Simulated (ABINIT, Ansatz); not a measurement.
# KCaF3 (Pm-3m): one start, several treatments of the self-energy

Wanted: the gap of KCaF3 (Pm-3m) under several approximations, with cost.

Calculated with ABINIT 10.8.3; PBEsol and many-body steps on it, plane waves.

### Step 1. The structure

It takes space group Pm-3m (No. 221, cubic). The conventional cell has a = 4.482 Å, b = 4.482 Å, c = 4.482 Å, α = 90.00°, β = 90.00°, γ = 90.00°. K has 12 F at 3.17 Å nearest. Nearest to Ca lie 6 F at 2.24 Å. Nearest to F lie 2 Ca at 2.24 Å and 4 K at 3.17 Å. Farther neighbours and most contacts between anions are not listed.

The cell and positions are those that the Materials Project relaxed with its own functionals (PBE, PBE+U or r2SCAN), kept fixed.

### Step 2. Empty states on the mesh, 2×2×2 mesh, 182 bands

This step: ABINIT 10.8.3; DFT, PBEsol, plane waves, norm-conserving pseudopotentials.

The sums over transitions need many empty states on a uniform mesh; this step solves for them.

run.abi

```
acell 3*1.0 Angstrom
rprim 
  4.481726000000 0.000000000000 0.000000000000
  0.000000000000 4.481726000000 0.000000000000
  0.000000000000 0.000000000000 4.481726000000
ntypat 3
znucl 19 20 9
natom 5
typat 1 2 3 3 3
xred 
  0.500000000000 0.500000000000 0.500000000000
  0.000000000000 0.000000000000 0.000000000000
  0.000000000000 0.500000000000 0.000000000000
  0.000000000000 0.000000000000 0.500000000000
  0.500000000000 0.000000000000 0.000000000000
pp_dirpath "pseudos"
pseudos "K.upf, Ca.upf, F.upf"
ecut 36
ngkpt 2 2 2
nshiftk 1
shiftk 0 0 0
kptopt 1
chksymbreak 0
iscf -2
irdden 1
istwfk *1
nband 182
nbdbuf 16
tolwfr 1e-09
nstep 60
prtvol 0
indata_prefix "in"
outdata_prefix "out"
tmpdata_prefix "tmp"
```

Run with:

```sh
> OMP_NUM_THREADS=1 mpirun -n 4 abinit run.abi > log
```

Numbers of over 12 decimals in the logs are rounded to 6 here.

The program printed:

```text
.Version 10.8.3 of ABINIT. v10.8.2 released Aug 2026.

 Symmetries : space group Pm -3 m (#221); Bravais cP (primitive cubic)
[... echo of the input left out ...]
== DATASET  1 ==================================================================
-   mpi_nproc: 4, omp_nthreads: 1 (-1 if OMP is not activated)

--- !DatasetInfo
iteration_state: {dtset: 1, }
dimensions: {natom: 5, nkpt: 4, mband: 182, nsppol: 1, nspinor: 1, nspden: 1, mpw: 6302, }
cutoff_energies: {ecut:  36.0, pawecutdg:  -1.0, }
[...]
2.74807    2.74807    2.75895    2.75895    2.75895    2.79274    2.79274    2.79274
   2.83950    2.83950    2.83950    2.84576    2.86406    2.86407    2.88153    2.88153
   2.88153    2.92974    2.93017    2.93131    2.94617    2.94845
 prteigrs : prtvol=0 or 1, do not print more k-points.

== END DATASET(S) ==============================================================
================================================================================

 -outvars: echo values of variables after computation  --------
            nband         182
             nkpt           4
          spgroup         221
 [... the other variables as echoed above ...]

 Calculation completed.
```

The job ended after 45 s (4 MPI ranks of Arm Neoverse V2, shared host; peak memory 0.4 GiB).

Numbers from this step:

* gap: 6.057 eV
* k of the valence top: 0.5, 0.5, 0.5
* k of the conduction bottom: 0, 0, 0
* least direct gap: 6.237 eV
* k points computed: 4
* lowest point of the top converged band, above the valence top: 75.9048 eV

On this mesh the gap is 6.057 eV.

The density comes from a self-consistent run that is not shown.

### Step 3. Screening, 2×2×2 mesh, 79 bands, screening to 114.3 eV

The RPA dielectric matrix is built and inverted for each q.

This step: RPA screening on PBEsol, plane waves, norm-conserving pseudopotentials.

run.abi: that of step 2 with these lines changed.

```diff
@@ -23,10 +23,11 @@
 chksymbreak 0
-iscf -2
-irdden 1
 istwfk *1
-nband 182
-nbdbuf 16
-tolwfr 1e-09
-nstep 60
-prtvol 0
+occopt 1
+irdwfk 1
+optdriver 3
+nband 79
+ecuteps 4.2
+inclvkb 2
+awtr 1
+symchi 1
 indata_prefix "in"
```

The program printed:

```text
.Version 10.8.3 of ABINIT. v10.8.2 released Aug 2026.

 Symmetries : space group Pm -3 m (#221); Bravais cP (primitive cubic)
[... echo of the input left out ...]
== DATASET  1 ==================================================================
-   mpi_nproc: 4, omp_nthreads: 1 (-1 if OMP is not activated)

--- !DatasetInfo
iteration_state: {dtset: 1, }
dimensions: {natom: 5, nkpt: 4, mband: 79, nsppol: 1, nspinor: 1, nspden: 1, mpw: 6302, }
cutoff_energies: {ecut:  36.0, pawecutdg:  -1.0, }
electrons: {nelect:   4.00000000E+01, charge:   0.00000000E+00, occopt:   1.00000000E+00, tsmear:   1.00000000E-02, }

 SCREENING: Calculation of the susceptibility and dielectric matrices

 Based on a program developped by R.W. Godby, V. Olevano, G. Onida, and L. Reining.
 Incorporated in ABINIT by V. Olevano, G.-M. Rignanese, and M. Torrent.
.Using double precision arithmetic ; gwpc =  8

[... cell and pseudopotentials left out ...]
--------------------------------------------------------------------------------

 ==== K-mesh for the wavefunctions ====
 Number of points in the irreducible wedge :     4
[... list of points left out ...]
 Together with 48 symmetry operations and time-reversal symmetry
 yields     8 points in the full Brillouin Zone.

 ==== Q-mesh for the screening function ====
 Number of points in the irreducible wedge :     4
[... list of points left out ...]
 Together with 48 symmetry operations and time-reversal symmetry
 yields     8 points in the full Brillouin Zone.

 setmesh: FFT mesh size selected  =    32x   32x   32
          total number of points  =        32768

 vcoul_init : cutoff-mode = AUXILIARY_FUNCTION
 q-points for optical limit:   1
     1)      0.000010    0.000020    0.000030

- screening: taking advantage of time-reversal symmetry
- Maximum band index for partially occupied states nbvw = 20
- Remaining bands to be divided among processors   nbcw = 59
- Number of bands treated by each node ~14

 Number of electrons calculated from density =   40.0000; Expected =   40.0000
 average of density, n =  0.065846
 r_s =    1.5362
 omega_plasma =   24.7525 [eV]

 calculating chi0 at frequencies [eV] :
  1    0.000000E+00    0.000000E+00
  2    0.000000E+00    2.475252E+01

--------------------------------------------------------------------------------
  q-point number  1        q = ( 0.000000, 0.000000, 0.000000) [r.l.u.]
--------------------------------------------------------------------------------
[... chi0 elements left out ...]
 For q-point:  0.000010 0.000020 0.000030
  dielectric constant =   2.0007
  dielectric constant without local fields =   2.1593

  Average fulfillment of the sum rule on Im[epsilon] for q-point    1 :     38.80  [%]
[... wings left out ...]
  q-point number  2        q = ( 0.500000, 0.000000, 0.000000) [r.l.u.]
--------------------------------------------------------------------------------
[... chi0 elements left out ...]
  Average fulfillment of the sum rule on Im[epsilon] for q-point    2 :     46.25  [%]

 [... 2 further q-points ...]
```

Run time: 11 s. Hardware: 4 MPI ranks; peak memory 0.83 GiB; 42 s of CPU time.

Numbers from this step:

```yaml
eps_infinity_with_local_fields_on_this_mesh_along_the_program_s_q_direction: 2.001
the_same_without_local_fields: 2.159
plasma_frequency: 24.75 eV
plane_waves_in_the_screening_matrix: 251
```

Local fields lower ε∞ by 7 %. On a Γ-centred mesh this coarse the value itself is usually too large, while a short band sum pulls it down.

### Step 4. G0W0, Godby-Needs plasmon pole

The self-energy is evaluated for the states that the input lists, and the levels follow from it, in one-shot runs by the linearised quasiparticle equation.

This step: G0W0 on PBEsol, plane waves, norm-conserving pseudopotentials.

run.abi: that of step 3 with these lines changed.

```diff
@@ -26,8 +26,17 @@
 irdwfk 1
-optdriver 3
+optdriver 4
 nband 79
+gwcalctyp 0
+ecutsigx 36
+symsigma 1
+nkptgw 2
+kptgw 
+  0.5000000000 0.5000000000 0.5000000000
+  0.0000000000 0.0000000000 0.0000000000
+bdgw 
+  18 23
+  18 24
 ecuteps 4.2
-inclvkb 2
-awtr 1
-symchi 1
+irdscr 1
+ppmodel 1
 indata_prefix "in"
```

The program printed:

```text
.Version 10.8.3 of ABINIT. v10.8.2 released Aug 2026.

 Symmetries : space group Pm -3 m (#221); Bravais cP (primitive cubic)
[... echo of the input left out ...]
== DATASET  1 ==================================================================
-   mpi_nproc: 4, omp_nthreads: 1 (-1 if OMP is not activated)

--- !DatasetInfo
iteration_state: {dtset: 1, }
dimensions: {natom: 5, nkpt: 4, mband: 79, nsppol: 1, nspinor: 1, nspden: 1, mpw: 6302, }
cutoff_energies: {ecut:  36.0, pawecutdg:  -1.0, }
electrons: {nelect:   4.00000000E+01, charge:   0.00000000E+00, occopt:   1.00000000E+00, tsmear:   1.00000000E-02, }

 SIGMA: Calculation of the GW corrections

 Based on a program developped by R.W. Godby, V. Olevano, G. Onida, and L. Reining.
 Incorporated in ABINIT by V. Olevano, G.-M. Rignanese, and M. Torrent.
.Using double precision arithmetic ; gwpc =  8

[... cell and pseudopotentials left out ...]
--------------------------------------------------------------------------------

 ==== K-mesh for the wavefunctions ====
 Number of points in the irreducible wedge :     4
[... list of points left out ...]
 Together with 48 symmetry operations and time-reversal symmetry
 yields     8 points in the full Brillouin Zone.

 ==== Q-mesh for screening function ====
 Number of points in the irreducible wedge :     4
[... list of points left out ...]
 Together with 48 symmetry operations and time-reversal symmetry
 yields     8 points in the full Brillouin Zone.

 vcoul_init : cutoff-mode = AUXILIARY_FUNCTION
 q-points for optical limit:   1
     1)      0.000010    0.000020    0.000030
 setmesh: FFT mesh size selected  =    45x   45x   45
          total number of points  =        91125

 Number of electrons calculated from density =   40.0000; Expected =   40.0000
 average of density, n =  0.065846
 r_s =    1.5362
 omega_plasma =   24.7525 [eV]

 === KS Band Gaps ===
  >>>> For spin  1
   Minimum direct gap =   6.2372 [eV], located at k-point      :   0.0000  0.0000  0.0000
   Fundamental gap    =   6.0567 [eV], Top of valence bands at :   0.5000  0.5000  0.5000
                                       Bottom of conduction at :   0.0000  0.0000  0.0000
 SIGMA fundamental parameters:
 PLASMON POLE MODEL  1
 number of plane-waves for SigmaX                 6235
 number of plane-waves for SigmaC and W            251
 number of plane-waves for wavefunctions          6235
 number of bands                                    79
 number of independent spin polarizations            1
 number of spinorial components                      1
 number of k-points in IBZ                           4
 number of q-points in IBZ                           4
 number of symmetry operations                      48
 number of k-points in BZ                            8
 number of q-points in BZ                            8
 number of frequencies for dSigma/dE                 9
 frequency step for dSigma/dE [eV]                0.25
 number of omega for Sigma on real axis              0
 max omega for Sigma on real axis  [eV]           0.00
 zcut for avoiding poles [eV]                     0.10

 EPSILON^-1 parameters (SCR file):
 dimension of the eps^-1 matrix on file            251
 dimension of the eps^-1 matrix used               251
 number of plane-waves for wavefunctions          6235
 number of bands                                    79
 number of q-points in IBZ                           4
 number of frequencies                               2
 number of real frequencies                          1
 number of imag frequencies                          1

 matrix elements of self-energy operator (all in [eV])

 Perturbative Calculation

--- !SelfEnergy_ee
iteration_state: {dtset: 1, }
kpoint     : [   0.500,    0.500,    0.500, ]
spin       : 1
KS_gap     :    9.665
QP_gap     :   14.220
Delta_QP_KS:    4.555
data: !SigmaeeData |
     Band     E0 <VxcDFT>   SigX SigC(E0)      Z dSigC/dE  Sig(E)    E-E0       E
       18  -0.452 -22.095 -29.579   5.069   0.806  -0.240 -24.043  -1.948  -2.400
       19  -0.452 -22.095 -29.579   5.069   0.806  -0.240 -24.043  -1.948  -2.400
       20  -0.452 -22.095 -29.579   5.069   0.806  -0.240 -24.043  -1.948  -2.400
       21   9.213  -9.943  -4.578  -2.456   0.896  -0.116  -7.337   2.607  11.820
       22   9.213  -9.943  -4.578  -2.456   0.896  -0.116  -7.337   2.607  11.820
       23   9.213  -9.943  -4.578  -2.456   0.896  -0.116  -7.337   2.607  11.820

--- !SelfEnergy_ee
iteration_state: {dtset: 1, }
kpoint     : [   0.000,    0.000,    0.000, ]
spin       : 1
KS_gap     :    6.237
QP_gap     :    9.739
Delta_QP_KS:    3.502
data: !SigmaeeData |
     Band     E0 <VxcDFT>   SigX SigC(E0)      Z dSigC/dE  Sig(E)    E-E0       E
[...]
22   8.376 -12.906  -6.207  -2.764   0.883  -0.132  -9.430   3.475  11.851
       23   8.376 -12.906  -6.207  -2.764   0.883  -0.132  -9.430   3.475  11.851
       24   8.376 -12.906  -6.207  -2.764   0.883  -0.132  -9.430   3.475  11.851

== END DATASET(S) ==============================================================
================================================================================

 -outvars: echo values of variables after computation  --------
           etotal      0.0000000000E+00
            nband          79
             nkpt           4
          spgroup         221
 [... the other variables as echoed above ...]

 Calculation completed.
```

Elapsed: 6.2 s, on 4 MPI ranks; peak memory 0.76 GiB; 24 s of CPU time.

Numbers from this step:

```yaml
g0w0_gap_on_the_points_computed: 9.529 eV
starting_gap_on_the_mesh: 6.057 eV
k_of_the_valence_top: 0.5, 0.5, 0.5
k_of_the_conduction_bottom: 0, 0, 0
z_at_the_valence_top: 0.806
z_at_the_conduction_bottom: 0.899
least_direct_g0w0_gap_on_the_computed_points: 9.739 eV
```

The gap on the mesh goes from 6.06 eV to 9.53 eV, a correction of +3.47 eV.

### Step 5. G0W0, Hybertsen-Louie plasmon pole

run.abi: that of step 4 with these lines changed.

```diff
@@ -40,3 +40,3 @@
 irdscr 1
-ppmodel 1
+ppmodel 2
 indata_prefix "in"
```

The program printed:

```text
.Version 10.8.3 of ABINIT. v10.8.2 released Aug 2026.

 Symmetries : space group Pm -3 m (#221); Bravais cP (primitive cubic)
[... echo of the input left out ...]
== DATASET  1 ==================================================================
-   mpi_nproc: 4, omp_nthreads: 1 (-1 if OMP is not activated)

--- !DatasetInfo
iteration_state: {dtset: 1, }
dimensions: {natom: 5, nkpt: 4, mband: 79, nsppol: 1, nspinor: 1, nspden: 1, mpw: 6302, }
cutoff_energies: {ecut:  36.0, pawecutdg:  -1.0, }
electrons: {nelect:   4.00000000E+01, charge:   0.00000000E+00, occopt:   1.00000000E+00, tsmear:   1.00000000E-02, }

 SIGMA: Calculation of the GW corrections

 Based on a program developped by R.W. Godby, V. Olevano, G. Onida, and L. Reining.
 Incorporated in ABINIT by V. Olevano, G.-M. Rignanese, and M. Torrent.
.Using double precision arithmetic ; gwpc =  8

[... cell and pseudopotentials left out ...]
--------------------------------------------------------------------------------

 ==== K-mesh for the wavefunctions ====
 Number of points in the irreducible wedge :     4
[... list of points left out ...]
 Together with 48 symmetry operations and time-reversal symmetry
 yields     8 points in the full Brillouin Zone.

 ==== Q-mesh for screening function ====
 Number of points in the irreducible wedge :     4
[... list of points left out ...]
 Together with 48 symmetry operations and time-reversal symmetry
 yields     8 points in the full Brillouin Zone.

 vcoul_init : cutoff-mode = AUXILIARY_FUNCTION
 q-points for optical limit:   1
     1)      0.000010    0.000020    0.000030
 setmesh: FFT mesh size selected  =    45x   45x   45
          total number of points  =        91125

 Number of electrons calculated from density =   40.0000; Expected =   40.0000
[...]
number of omega for Sigma on real axis              0
 max omega for Sigma on real axis  [eV]           0.00
 zcut for avoiding poles [eV]                     0.10

 EPSILON^-1 parameters (SCR file):
 dimension of the eps^-1 matrix on file            251
 dimension of the eps^-1 matrix used               251
 number of plane-waves for wavefunctions          6235
 number of bands                                    79
 number of q-points in IBZ                           4
 number of frequencies                               2
 number of real frequencies                          1
 number of imag frequencies                          1

 matrix elements of self-energy operator (all in [eV])

 Perturbative Calculation

--- !SelfEnergy_ee
iteration_state: {dtset: 1, }
kpoint     : [   0.500,    0.500,    0.500, ]
spin       : 1
KS_gap     :    9.665
QP_gap     :   14.964
Delta_QP_KS:    5.299
data: !SigmaeeData |
     Band     E0 <VxcDFT>   SigX SigC(E0)      Z dSigC/dE  Sig(E)    E-E0       E
       18  -0.452 -22.095 -29.579   4.380   0.886  -0.128 -24.846  -2.751  -3.203
       19  -0.452 -22.095 -29.579   4.380   0.886  -0.128 -24.846  -2.751  -3.203
       20  -0.452 -22.095 -29.579   4.380   0.886  -0.128 -24.846  -2.751  -3.203
[...]
--- !SelfEnergy_ee
iteration_state: {dtset: 1, }
kpoint     : [   0.000,    0.000,    0.000, ]
spin       : 1
KS_gap     :    6.237
QP_gap     :   10.430
Delta_QP_KS:    4.192
data: !SigmaeeData |
     Band     E0 <VxcDFT>   SigX SigC(E0)      Z dSigC/dE  Sig(E)    E-E0       E
[...]
23   8.376 -12.906  -6.207  -2.925   0.922  -0.085  -9.426   3.479  11.855
       24   8.376 -12.906  -6.207  -2.925   0.922  -0.085  -9.426   3.479  11.855

== END DATASET(S) ==============================================================
================================================================================

 -outvars: echo values of variables after computation  --------
           etotal      0.0000000000E+00
            nband          79
             nkpt           4
          spgroup         221
 [... the other variables as echoed above ...]

 Calculation completed.
```

Elapsed: 6.1 s, on 4 MPI ranks; peak memory 0.68 GiB.

This step gave:

| Quantity | Value |
| --- | --- |
| G0W0 gap on the points computed | 10.23 eV |
| starting gap on the mesh | 6.057 eV |
| k of the valence top | 0.5, 0.5, 0.5 |
| k of the conduction bottom | 0, 0, 0 |
| Z at the valence top | 0.886 |
| Z at the conduction bottom | 0.929 |
| least direct G0W0 gap on the computed points | 10.43 eV |

Against G0W0 in ABINIT (2×2×2 mesh, 79 bands, screening to 114.3 eV, Godby-Needs plasmon pole), the gap moves by +0.700 eV.

### Step 6. G0W0, Engel-Farid plasmon pole

run.abi: that of step 5 with these lines changed.

```diff
@@ -40,3 +40,3 @@
 irdscr 1
-ppmodel 2
+ppmodel 4
 indata_prefix "in"
```

The program printed:

```text
.Version 10.8.3 of ABINIT. v10.8.2 released Aug 2026.

 Symmetries : space group Pm -3 m (#221); Bravais cP (primitive cubic)
[... echo of the input left out ...]
== DATASET  1 ==================================================================
-   mpi_nproc: 4, omp_nthreads: 1 (-1 if OMP is not activated)

--- !DatasetInfo
iteration_state: {dtset: 1, }
dimensions: {natom: 5, nkpt: 4, mband: 79, nsppol: 1, nspinor: 1, nspden: 1, mpw: 6302, }
cutoff_energies: {ecut:  36.0, pawecutdg:  -1.0, }
[...]
Band     E0 <VxcDFT>   SigX SigC(E0)      Z dSigC/dE  Sig(E)    E-E0       E
[...]
23   8.376 -12.906  -6.207  -2.764   0.896  -0.116  -9.381   3.525  11.901
       24   8.376 -12.906  -6.207  -2.764   0.896  -0.116  -9.381   3.525  11.901

== END DATASET(S) ==============================================================
================================================================================

 -outvars: echo values of variables after computation  --------
           etotal      0.0000000000E+00
            nband          79
             nkpt           4
          spgroup         221
 [... the other variables as echoed above ...]

 Calculation completed.
```

Elapsed: 4.7 s, on 4 MPI ranks; peak memory 0.68 GiB; 18 s of CPU time.

This step gave:

```
G0W0 gap on the points computed              : 9.52 eV
starting gap on the mesh                     : 6.057 eV
k of the valence top                         : 0.5, 0.5, 0.5
k of the conduction bottom                   : 0, 0, 0
least direct G0W0 gap on the computed points : 9.732 eV
```

Against G0W0 in ABINIT (2×2×2 mesh, 79 bands, screening to 114.3 eV, Godby-Needs plasmon pole), the gap moves by −0.009 eV.

(Part 1 of 2 ends here.)

[Paths, hosts, dates, memory and timing lines, banners, echoed tables and standing remarks are left out of the program output.]

[Logs are printed without paths, hosts, clocks, repeated set-up lines and the standing remarks that a program may print on its own settings, such as how far it seeks lower states.]

[Runs of the session that timed out or met a known fault of the program may be left out.]

[Hosts, paths, dates, database ids (printed as entryN), source tags and the programs' standing remarks are cut or masked in the printed files.]

[G0W0 gaps are taken among the corrected bands and points alone; a level outside them can change the order at an edge.]

[Where Ansatz stands beside ABINIT at settings called matched, ABINIT's density can come from a denser mesh and the files from another edition; pairs whose starting gaps differed by over 0.03 eV were left out, so agreement reads better than it is.]
